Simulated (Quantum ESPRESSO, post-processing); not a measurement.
# Hf2CO2 MXene, 1 layer, stepped through the field along the normal, part 4 of 4

Wanted: a table for Hf2CO2 MXene, 1 layer against the field along the normal, and what can be fitted to it.

Quantum ESPRESSO 7.5; plane-wave DFT, PBE, GBRV ultrasoft pseudopotentials.

So far. Step 2 (Variable-cell relaxation of the reference):  The last row is no step: it is a fresh SCF in the final cell with a new plane-wave basis, -0 meV from the row before. Step 5 (Band structure, 0 V/Å): Along this path the valence top lies at Γ and the conduction bottom at M.

## Step 7: Ground state, 0.4 V/Å

m9.scf.in reads:

```
&control
  prefix = 'm9.scf'
  outdir = './out'
  pseudo_dir = './pseudo'
  calculation = 'scf'
  tprnfor = .true.
  tefield = .true.
  dipfield = .true.
/
&system
  ibrav = 0
  nat = 5
  ntyp = 3
  ecutwfc = 40
  ecutrho = 200
  occupations = 'smearing'
  smearing = 'fd'
  degauss = 0.002
  edir = 3
  emaxpos = 0.97
  eopreg = 0.04
  eamp = 0.00777876
  nbnd = 26
/
&electrons
  conv_thr = 1e-09
  mixing_beta = 0.4
  electron_maxstep = 120
  mixing_mode = 'plain'
  startingpot = 'file'
/
ATOMIC_SPECIES
  O   15.9990  o_pbe_v1.2.uspp.F.UPF
  Hf  178.4900  hf_pbe_v1.uspp.F.UPF
  C   12.0110  c_pbe_v1.2.uspp.F.UPF
CELL_PARAMETERS angstrom
  3.25885805400000 0.00000000000000 0.00000000000000
  -1.62942902700000 2.82225386200000 0.00000000000000
  0.00000000000000 0.00000000000000 21.95294679600000
ATOMIC_POSITIONS crystal
  O   0.333333333300 0.666666666700 0.394817234100
  Hf  0.666666666700 0.333333333300 0.437351709200
  C   0.000000000000 0.000000000000 0.500000000000
  Hf  0.333333333300 0.666666666700 0.562648290800
  O   0.666666666700 0.333333333300 0.605182765900
K_POINTS automatic
  12 12 1 0 0 0
```

Launch:

```
$ cp -r out/m0.scf.save out/m9.scf.save
$ OMP_NUM_THREADS=1 mpirun -n 4 pw.x -nk 4 -in m9.scf.in > m9.scf.out
```

What it wrote:

```text
[banner, memory and clock lines left out]
Program PWSCF v.7.5 starts
[...]
number of electrons       =        40.00
     number of Kohn-Sham states=           26
     kinetic-energy cutoff     =      40.0000  Ry
     charge density cutoff     =     200.0000  Ry
[...]
number of k points=    74  Fermi-Dirac smearing, width (Ry)=  0.0020
[...]
Dense  grid:    64963 G-vectors     FFT dimensions: (  27,  27, 192)
[...]
The initial density is read from file :
[...]
negative rho (up, down):  2.209E-01 0.000E+00
[...]
Starting wfcs are   38 randomized atomic wfcs
[...]
negative rho (up, down):  2.209E-01 0.000E+00
[...]
estimated scf accuracy    <       0.10456992 Ry
[...]
negative rho (up, down):  2.208E-01 0.000E+00
[...]
estimated scf accuracy    <       0.91246554 Ry
[...]
negative rho (up, down):  2.208E-01 0.000E+00
[...]
estimated scf accuracy    <       0.00175918 Ry
[...]
negative rho (up, down):  2.208E-01 0.000E+00
[...]
estimated scf accuracy    <       0.00038798 Ry
[...]
negative rho (up, down):  2.209E-01 0.000E+00
[...]
estimated scf accuracy    <       0.00005482 Ry
[...]
negative rho (up, down):  2.209E-01 0.000E+00
[...]
estimated scf accuracy    <       0.00001361 Ry
[...]
negative rho (up, down):  2.209E-01 0.000E+00
[...]
estimated scf accuracy    <       0.00000127 Ry
[...]
negative rho (up, down):  2.209E-01 0.000E+00
[...]
estimated scf accuracy    <       0.00000096 Ry
[...]
negative rho (up, down):  2.209E-01 0.000E+00
[...]
estimated scf accuracy    <       0.00000013 Ry
[...]
negative rho (up, down):  2.209E-01 0.000E+00
[...]
estimated scf accuracy    <       0.00000003 Ry
[...]
negative rho (up, down):  2.209E-01 0.000E+00
[...]
Computed dipole along edir(3) :
        Dipole                0.2125 Ry au,          0.5401 Debye
        Dipole field          0.0020 Ry au,
        E field amplitude [Ha a.u.]:  7.7788E-03
        Potential amp.        0.4635 Ry
        Total length         39.8257 bohr
[...]
the Fermi energy is     0.8689 ev
!    total energy              =    -394.57682987 Ry
     estimated scf accuracy    <          2.2E-10 Ry
     smearing contrib. (-TS)   =      -0.00000000 Ry
     internal energy E=F+TS    =    -394.57682987 Ry
[...]
one-electron contribution =   -2296.92363034 Ry
     hartree contribution      =    1151.02089057 Ry
     xc contribution           =    -169.91835282 Ry
     ewald contribution        =     921.24715214 Ry
     electric field correction =      -0.00288942 Ry
     convergence has been achieved in  11 iterations
     negative rho (up, down):  2.209E-01 0.000E+00
[...]
Total force =     0.018023     Total SCF correction =     0.000023
[...]
```

Wall time 54 s (4 MPI ranks of Intel Xeon Platinum 8488C (Sapphire Rapids), shared host); peak memory 0.93 GiB.

Numbers from this step:

```
free energy                          : -5368.4913 eV
Fermi energy                         : 0.8689 eV
dipole along the normal              : 0.1124 e·Å
valence top, on the run's zero       : 0.3650 eV
conduction bottom, on the run's zero : 1.388 eV
```

## Step 8: Ground state, -0.4 V/Å

m10.scf.in is the input of step 7 with these lines changed:

```diff
@@ -1,3 +1,3 @@
 &control
-  prefix = 'm9.scf'
+  prefix = 'm10.scf'
   outdir = './out'
@@ -21,3 +21,3 @@
   eopreg = 0.04
-  eamp = 0.00777876
+  eamp = -0.00777876
   nbnd = 26
```

Launch:

```
$ cp -r out/m0.scf.save out/m10.scf.save
$ OMP_NUM_THREADS=1 mpirun -n 4 pw.x -nk 4 -in m10.scf.in > m10.scf.out
```

What it wrote:

```text
[banner, memory and clock lines left out]
Program PWSCF v.7.5 starts
[...]
number of electrons       =        40.00
     number of Kohn-Sham states=           26
     kinetic-energy cutoff     =      40.0000  Ry
     charge density cutoff     =     200.0000  Ry
[...]
number of k points=    74  Fermi-Dirac smearing, width (Ry)=  0.0020
[...]
Dense  grid:    64963 G-vectors     FFT dimensions: (  27,  27, 192)
[...]
The initial density is read from file :
[...]
negative rho (up, down):  2.209E-01 0.000E+00
[...]
Starting wfcs are   38 randomized atomic wfcs
[...]
negative rho (up, down):  2.209E-01 0.000E+00
[...]
estimated scf accuracy    <       0.10464324 Ry
[...]
negative rho (up, down):  2.208E-01 0.000E+00
[...]
estimated scf accuracy    <       0.91187637 Ry
[...]
negative rho (up, down):  2.208E-01 0.000E+00
[...]
estimated scf accuracy    <       0.00174836 Ry
[...]
negative rho (up, down):  2.208E-01 0.000E+00
[...]
estimated scf accuracy    <       0.00037846 Ry
[...]
negative rho (up, down):  2.209E-01 0.000E+00
[...]
estimated scf accuracy    <       0.00005247 Ry
[...]
negative rho (up, down):  2.209E-01 0.000E+00
[...]
estimated scf accuracy    <       0.00001187 Ry
[...]
negative rho (up, down):  2.209E-01 0.000E+00
[...]
estimated scf accuracy    <       0.00000114 Ry
[...]
negative rho (up, down):  2.209E-01 0.000E+00
[...]
estimated scf accuracy    <       0.00000084 Ry
[...]
negative rho (up, down):  2.209E-01 0.000E+00
[...]
estimated scf accuracy    <       0.00000012 Ry
[...]
negative rho (up, down):  2.209E-01 0.000E+00
[...]
estimated scf accuracy    <       0.00000003 Ry
[...]
negative rho (up, down):  2.209E-01 0.000E+00
[...]
Computed dipole along edir(3) :
        Dipole               -0.2125 Ry au,         -0.5401 Debye
        Dipole field         -0.0020 Ry au,
        E field amplitude [Ha a.u.]: -7.7788E-03
        Potential amp.       -0.4635 Ry
        Total length         39.8257 bohr
[...]
the Fermi energy is     0.7375 ev
!    total energy              =    -394.57682983 Ry
     estimated scf accuracy    <          2.1E-10 Ry
     smearing contrib. (-TS)   =      -0.00000000 Ry
     internal energy E=F+TS    =    -394.57682983 Ry
[...]
one-electron contribution =   -2296.92364066 Ry
     hartree contribution      =    1151.02090078 Ry
     xc contribution           =    -169.91835254 Ry
     ewald contribution        =     921.24715214 Ry
     electric field correction =      -0.00288956 Ry
     convergence has been achieved in  11 iterations
     negative rho (up, down):  2.209E-01 0.000E+00
[...]
Total force =     0.018019     Total SCF correction =     0.000024
[...]
```

It took 54 s on 4 MPI ranks; peak memory 0.65 GiB; 3.5 min of CPU time.

Numbers from this step:

```
Fermi energy                         : 0.7375 eV
dipole along the normal              : -0.1124 e·Å
valence top, on the run's zero       : 0.2336 eV
conduction bottom, on the run's zero : 1.256 eV
```

## Step 9: The series side by side

The series in one table, energies over the lowest:

```csv
the field along the normal,dipole (e Å),gap along the path (eV),"upper vacuum line at the top atoms, over the zero (eV)","lower vacuum line at the bottom atoms, over the zero (eV)",energy (eV)
-0.4 V/Å,-0.1124,1.023,5.584,5.219,0.0000
-0.3 V/Å,-0.0843,1.023,5.535,5.262,0.0098
-0.2 V/Å,-0.05613,1.023,5.486,5.306,0.0169
-0.1 V/Å,-0.02813,1.023,5.44,5.349,0.0211
-0.05 V/Å,-0.01399,1.024,5.417,5.372,0.0221
0 V/Å,2.082e-05,1.024,5.394,5.394,0.0225
0.05 V/Å,0.01399,1.024,5.372,5.417,0.0221
0.1 V/Å,0.02813,1.023,5.349,5.441,0.0211
0.2 V/Å,0.05613,1.023,5.306,5.487,0.0169
0.3 V/Å,0.0843,1.023,5.262,5.535,0.0098
0.4 V/Å,0.1124,1.023,5.219,5.584,0.0000
```

## Step 10: By hand

4πα/A = 180.95 × 0.2810 e Å²/V / 9.197 Å² = 5.53 Å.

In linear response the energy changes by −(p₀ + p)E/2: at 0.2 V/Å, −(0.0000 + 0.0561) × 0.2/2 = -0.0056 eV; the runs give -0.0056 eV.

## Step 11: Summary of results

```
4πα/A from the weak fields                                                       : 5.53 Å
gap along the path, at -0.4 V/Å and at 0.4 V/Å                                   : 1.02, 1.02 eV
upper vacuum line at the top atoms, over the zero, at -0.4 V/Å and at 0.4 V/Å    : 5.58, 5.22 eV
lower vacuum line at the bottom atoms, over the zero, at -0.4 V/Å and at 0.4 V/Å : 5.22, 5.58 eV
```

**Reading.** The series holds 11 members; 4πα/A from the weak fields: 5.53 Å (PBE, GBRV ultrasoft). The strongest fields leave the weak-field line by 0.1 % of the induced dipole. From -0.4 V/Å to 0.4 V/Å the gap along the path stays within 0.001 eV. From -0.4 V/Å to 0.4 V/Å the upper vacuum line at the top atoms, over the zero falls from 5.58 to 5.22 eV. From -0.4 V/Å to 0.4 V/Å the lower vacuum line at the bottom atoms, over the zero rises from 5.22 to 5.58 eV. Ions are held; semilocal gaps are too small; in strong fields empty levels can belong to the vacuum.

[Logs are printed without paths, hosts, clocks, repeated set-up lines and the standing remarks that a program may print on its own settings, such as how far it seeks lower states.]

[Hosts, paths, dates, database ids (printed as entryN), source tags and the programs' standing remarks are cut or masked in the printed files.]

[Maps of the electrostatic potential energy from Ansatz leave out the sawtooth potential of an applied field or a dipole correction, so their vacuum need not be flat; planar profiles and work functions include it.]
